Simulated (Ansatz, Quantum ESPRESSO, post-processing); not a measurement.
# Y2COS MXene, 1 layer: response to a perpendicular field, part 2 of 2

Aim: how Y2COS MXene, 1 layer screens a field along its normal, and what the field does to its bands.

Quantum ESPRESSO 7.5; plane-wave DFT, PBE, GBRV ultrasoft pseudopotentials; geometry and cross-check by Ansatz 0.2.0 with PAW datasets.

So far. Step 13 (Bands along a path: field 0.3 V/Å): Upper empty bands that drop with the field can be states of the vacuum, held by the sawtooth; they depend on the cell's width. Step 14 (Valence density): The density integrates to 38.000 electrons, as the 38 of the input ask.

### Step 16. Charge moved by a field of 0.2 V/Å

Numbers from this step:

| Item | Value |
| --- | --- |
| largest charge moved across a plane | 0.001137 e/Å² |
| dipole step | -1.378 eV |

Table of planar mean by z:

| z (Å) | planar mean (e/Å³) |
| --- | --- |
| 3 | 1.8e-8 |
| 4 | 2.5e-7 |
| 5 | 3.3e-6 |
| 6 | 3.8e-5 |
| 7 | 3.1e-4 |
| 8 | 6.9e-4 |
| 9 | 1.7e-4 |
| 10 | -6.3e-5 |
| 11 | 1.2e-6 |
| 12 | -1.6e-4 |
| 13 | 1.6e-4 |
| 14 | -3.5e-4 |
| 15 | -6.4e-4 |
| 16 | -1.6e-4 |
| 17 | -2.1e-5 |
| 18 | -2.1e-6 |
| 19 | -1.8e-7 |
| 20 | -1.6e-8 |

Table of running integral, electrons below z by z:

| z (Å) | running integral, electrons below z (e/Å²) |
| --- | --- |
| 4.0 | 1.1e-7 |
| 4.5 | 4.0e-7 |
| 5.0 | 1.5e-6 |
| 5.5 | 5.2e-6 |
| 6.0 | 1.8e-5 |
| 6.5 | 5.7e-5 |
| 7.0 | 1.7e-4 |
| 7.5 | 4.2e-4 |
| 8.0 | 7.8e-4 |
| 8.5 | 9.9e-4 |
| 9.0 | 0.00108 |
| 9.5 | 0.00114 |
| 10.0 | 0.00112 |
| 10.5 | 0.00109 |
| 11.0 | 0.00109 |
| 11.5 | 0.00107 |
| 12.0 | 0.00100 |
| 12.5 | 9.0e-4 |
| 13.0 | 9.2e-4 |
| 13.5 | 0.00100 |
| 14.0 | 9.1e-4 |
| 14.5 | 7.4e-4 |
| 15.0 | 4.3e-4 |
| 15.5 | 1.9e-4 |
| 16.0 | 7.1e-5 |
| 16.5 | 2.5e-5 |
| 17.0 | 8.0e-6 |
| 17.5 | 2.5e-6 |
| 18.0 | 7.4e-7 |
| 18.5 | 2.2e-7 |
| 19.0 | 6.5e-8 |

### Step 17. Polarisability from the dipole between 0 and 0.1 V/A

Read from the output:

- change of slope in the vacuum: 0.10000 eV/Å
- polarisability a cell: 6.275 Å³
- sheet polarisability 4πα/A: 6.891 Å

Table of change of the potential energy, second field less first by z:

| z (Å) | change of the potential energy, second field less first (eV) |
| --- | --- |
| 0.0 | -0.371 |
| 0.5 | -0.722 |
| 1.0 | -0.672 |
| 1.5 | -0.622 |
| 2.0 | -0.572 |
| 2.5 | -0.522 |
| 3.0 | -0.472 |
| 3.5 | -0.422 |
| 4.0 | -0.372 |
| 4.5 | -0.322 |
| 5.0 | -0.272 |
| 5.5 | -0.222 |
| 6.0 | -0.172 |
| 6.5 | -0.124 |
| 7.0 | -0.0776 |
| 7.5 | -0.0390 |
| 8.0 | -0.0143 |
| 8.5 | -0.00412 |
| 9.0 | -7.5e-4 |
| 9.5 | -0.00101 |
| 10.0 | -0.00226 |
| 10.5 | -0.00229 |
| 11.0 | -0.00158 |
| 11.5 | -6.3e-4 |
| 12.0 | 0.00212 |
| 12.5 | 0.00867 |
| 13.0 | 0.0184 |
| 13.5 | 0.0254 |
| 14.0 | 0.0308 |
| 14.5 | 0.0424 |
| 15.0 | 0.0640 |
| 15.5 | 0.0992 |
| 16.0 | 0.143 |
| 16.5 | 0.191 |
| 17.0 | 0.240 |
| 17.5 | 0.290 |
| 18.0 | 0.340 |
| 18.5 | 0.389 |
| 19.0 | 0.439 |
| 19.5 | 0.489 |
| 20.0 | 0.539 |
| 20.5 | 0.589 |
| 21.0 | 0.639 |
| 21.5 | 0.689 |
| 22.0 | 0.739 |
| 22.5 | 0.283 |

### Step 18. Dipole against field

Dipole along the normal, dipole moment against applied field:

| applied field (V/Å) | dipole along the normal, dipole moment (e·Å) |
| --- | --- |
| 0.000 | 0.105 |
| 0.100 | 0.148 |
| 0.200 | 0.192 |
| 0.300 | 0.236 |

### Step 19. The same in Ansatz: field 0.1 V/Å

As a check, the same structure is run in Ansatz.

Level of this step: plane-wave DFT, PBE, Ansatz PAW (Ansatz 0.2.0).

File input.yaml:

```yaml
crystal:
  lattice:
    - [3.6348805936, 0.0, 0.0]
    - [-1.8174402968, 3.1478989338, 0.0]
    - [0.0, 0.0, 22.8972203095]
  atoms:
    - { symbol: S, position: [0.3333333333, 0.6666666667, 0.3783852103] }
    - { symbol: "Y", position: [0.6666666667, 0.3333333333, 0.4491570381] }
    - { symbol: C, position: [0.0, 0.0, 0.5092260246] }
    - { symbol: "Y", position: [0.3333333333, 0.6666666667, 0.5875990428] }
    - { symbol: O, position: [0.6666666667, 0.3333333333, 0.6172045878] }
kpoints:
  mp_grid: { grid: [12, 12, 1] }
hamiltonian:
  xc: pbe
scf:
  occupations: { method: fermi_dirac, width: 0.054 }
  convergence: { dr2_threshold: 1.0e-09 }
efield:
  axis: 3
  dipole_correction: true
  ramp_position: 0.97
  ramp_width: 0.04
  amplitude: 0.1
output:
  write_potential: true
  write_density: true
  volumetric_format: npy
```

Launch:

```bash
$ ansatz run input.yaml --threads 4 --pin off --max-ram 8192MiB --backend cpu --events-out ev --progress --plain --runs-dir out
```

Wall time 4.7 s (4 threads of Arm Neoverse V2, shared host); peak memory 0.55 GiB; 18 s of CPU time.

Numbers from this step:

```
free energy             : -9421.4488 eV
energy at zero smearing : -9421.4266 eV
smearing term TS        : 0.04443 eV
Fermi energy            : -1.117 eV
dipole along the normal : 0.1486 e·Å
```

At 0.1 V/Å Ansatz's dipole is 0.1486 e Å against 0.1485 from pw.x.

### Step 20. Cross-check with Ansatz: field -0.1 V/Å

input.yaml is the input of step 19 with these lines changed:

```diff
@@ -23,3 +23,3 @@
   ramp_width: 0.04
-  amplitude: 0.1
+  amplitude: -0.1
 output:
```

It took 4.9 s on 4 threads; peak memory 0.55 GiB.

This step gave:

| Property | Result |
| --- | --- |
| free energy | -9421.4278 eV |
| energy at zero smearing | -9421.4058 eV |
| smearing term TS | 0.04407 eV |
| Fermi energy | -1.109 eV |
| dipole along the normal | 0.06137 e·Å |

### Step 21. Dipole against field, Ansatz

The dipole along the normal, dipole moment by applied field:

| applied field (V/Å) | dipole along the normal, dipole moment (e·Å) |
| --- | --- |
| -0.1000 | 0.0614 |
| 0.0000 | 0.105 |
| 0.1000 | 0.149 |

### Step 22. SCF with pw.x, with diagonalization = cg

A sensitivity test on the input.

Level of this step: plane-wave DFT, PBE, GBRV ultrasoft pseudopotentials (Quantum ESPRESSO 7.5).

File f1.w0.in:

```
&control
  prefix = 'f1.w0'
  outdir = './out'
  pseudo_dir = './pseudo'
  calculation = 'scf'
  tprnfor = .true.
  tefield = .true.
  dipfield = .true.
/
&system
  ibrav = 0
  nat = 5
  ntyp = 4
  ecutwfc = 40
  ecutrho = 200
  occupations = 'smearing'
  smearing = 'fd'
  degauss = 0.004
  edir = 3
  emaxpos = 0.97
  eopreg = 0.04
  eamp = 0.00194469
/
&electrons
  conv_thr = 1e-09
  mixing_beta = 0.4
  electron_maxstep = 120
  mixing_mode = 'plain'
  diagonalization = 'cg'
/
ATOMIC_SPECIES
  S   32.0600  s_pbe_v1.4.uspp.F.UPF
  Y   88.9058  y_pbe_v1.4.uspp.F.UPF
  C   12.0110  c_pbe_v1.2.uspp.F.UPF
  O   15.9990  o_pbe_v1.2.uspp.F.UPF
CELL_PARAMETERS angstrom
  3.63488059358077 -0.00000000000000 0.00000000000000
  -1.81744029679038 3.14789893376401 0.00000000000000
  0.00000000000000 0.00000000000000 22.89722030950000
ATOMIC_POSITIONS crystal
  S   0.333333333333 0.666666666667 0.378385210280
  Y   0.666666666667 0.333333333333 0.449157038062
  C   -0.000000000000 0.000000000000 0.509226024627
  Y   0.333333333333 0.666666666667 0.587599042839
  O   0.666666666667 0.333333333333 0.617204587792
K_POINTS automatic
  12 12 1 0 0 0
```

Launch:

```bash
$ OMP_NUM_THREADS=1 mpirun -n 4 pw.x -nk 4 -in f1.w0.in > f1.w0.out
```

Run time: 3.4 min. Hardware: 4 MPI ranks; peak memory 0.9 GiB.

Beside the run it was changed from:

| quantity | this run | unchanged run | difference |
| --- | --- | --- | --- |
| dipole along the normal (e·Å) | 0.1485 | 0.1485 | 0 |
| free energy (eV) | -3453.498 | -3453.498 | 0 |
| wall time (s) | 202 | 77 |  |
| SCF iterations | 21 | 11 |  |

The free energy moves by +0 meV an atom.

This run starts from superposed atoms, the unchanged one from a saved density, so their iteration counts don't compare.

The physical values in this table stay within 0.05 %.

### Step 23. Ground state, with ENCUT = 400

One more run, with a changed input.

File f1.bad.in:

```
&control
  prefix = 'f1.bad'
  outdir = './out'
  pseudo_dir = './pseudo'
  calculation = 'scf'
  tprnfor = .true.
  tefield = .true.
  dipfield = .true.
/
&system
  ibrav = 0
  nat = 5
  ntyp = 4
  ecutwfc = 40
  ecutrho = 200
  occupations = 'smearing'
  smearing = 'fd'
  degauss = 0.004
  edir = 3
  emaxpos = 0.97
  eopreg = 0.04
  eamp = 0.00194469
  ENCUT = 400
/
&electrons
  conv_thr = 1e-09
  mixing_beta = 0.4
  electron_maxstep = 60
  mixing_mode = 'plain'
/
ATOMIC_SPECIES
  S   32.0600  s_pbe_v1.4.uspp.F.UPF
  Y   88.9058  y_pbe_v1.4.uspp.F.UPF
  C   12.0110  c_pbe_v1.2.uspp.F.UPF
  O   15.9990  o_pbe_v1.2.uspp.F.UPF
CELL_PARAMETERS angstrom
  3.63488059358077 -0.00000000000000 0.00000000000000
  -1.81744029679038 3.14789893376401 0.00000000000000
  0.00000000000000 0.00000000000000 22.89722030950000
ATOMIC_POSITIONS crystal
  S   0.333333333333 0.666666666667 0.378385210280
  Y   0.666666666667 0.333333333333 0.449157038062
  C   -0.000000000000 0.000000000000 0.509226024627
  Y   0.333333333333 0.666666666667 0.587599042839
  O   0.666666666667 0.333333333333 0.617204587792
K_POINTS automatic
  12 12 1 0 0 0
```

Launch:

```bash
$ OMP_NUM_THREADS=1 mpirun -n 4 pw.x -nk 4 -in f1.bad.in > f1.bad.out
```

Elapsed: 0.5 s, on 4 MPI ranks; peak memory 0.11 GiB.

The program refused the input before any cycle.

The program's message: “Error in routine  read_namelists (1): bad line in namelist &system: "  ENCUT = 400" (error could be in the previous line)”

The change that led to it: system.ENCUT = 400.

The message: “read_namelists (1): bad line in namelist &system: " ENCUT = 400" (error could be in the previous line)”. The key belongs to another program and has no place in any namelist here; the line has to go.

### Step 24. By hand

α = Δp/E = (0.14846 − (0.10489)) e Å / 0.1 V/Å = 0.4358 e Å²/V; times e/(4πε₀) = 14.40 V Å this is 6.275 Å³. With A = 11.442 Å², 4πα/A = 6.891 Å.

### Step 25. Summary of results

- polarisability along the normal, a cell: 6.27 Å³
- sheet polarisability 4πα/A: 6.89 Å
- dipole without a field: 0.105 e·Å
- gap along the path at 0 V/Å: none, the bands overlap
- gap along the path at 0.2 V/Å: none, the bands overlap
- gap along the path at 0.3 V/Å: none, the bands overlap

In words: The sheet answers a field with a polarisability of 6.27 Å³ a cell, or 4πα/A = 6.89 Å (PBE, GBRV ultrasoft). In pw.x the dipole follows the field linearly over the range tried. A perfect conductor 6.89 Å thick would screen alike; the outer atoms lie 5.47 Å apart. At 0.1 V/Å the sheet takes 0.689 eV off the potential drop. Quantum ESPRESSO and Ansatz give 6.275 and 6.277 Å³ for the polarisability (pw.x from 0 and 0.1 V/Å, Ansatz from ±0.1 V/Å), which agree. The ions stay at their zero-field places, so this is the electrons' response alone. Without a field the sheet has no gap. Spin-orbit coupling is left out; depending on the atoms that carry the levels of interest, it can split and shift them by tens to hundreds of meV.

[Logs are printed without paths, hosts, clocks, repeated set-up lines and the standing remarks that a program may print on its own settings, such as how far it seeks lower states.]

[Hosts, paths, dates, database ids (printed as entryN), source tags and the programs' standing remarks are cut or masked in the printed files.]

[Maps of the electrostatic potential energy from Ansatz leave out the sawtooth potential of an applied field or a dipole correction, so their vacuum need not be flat; planar profiles and work functions include it.]
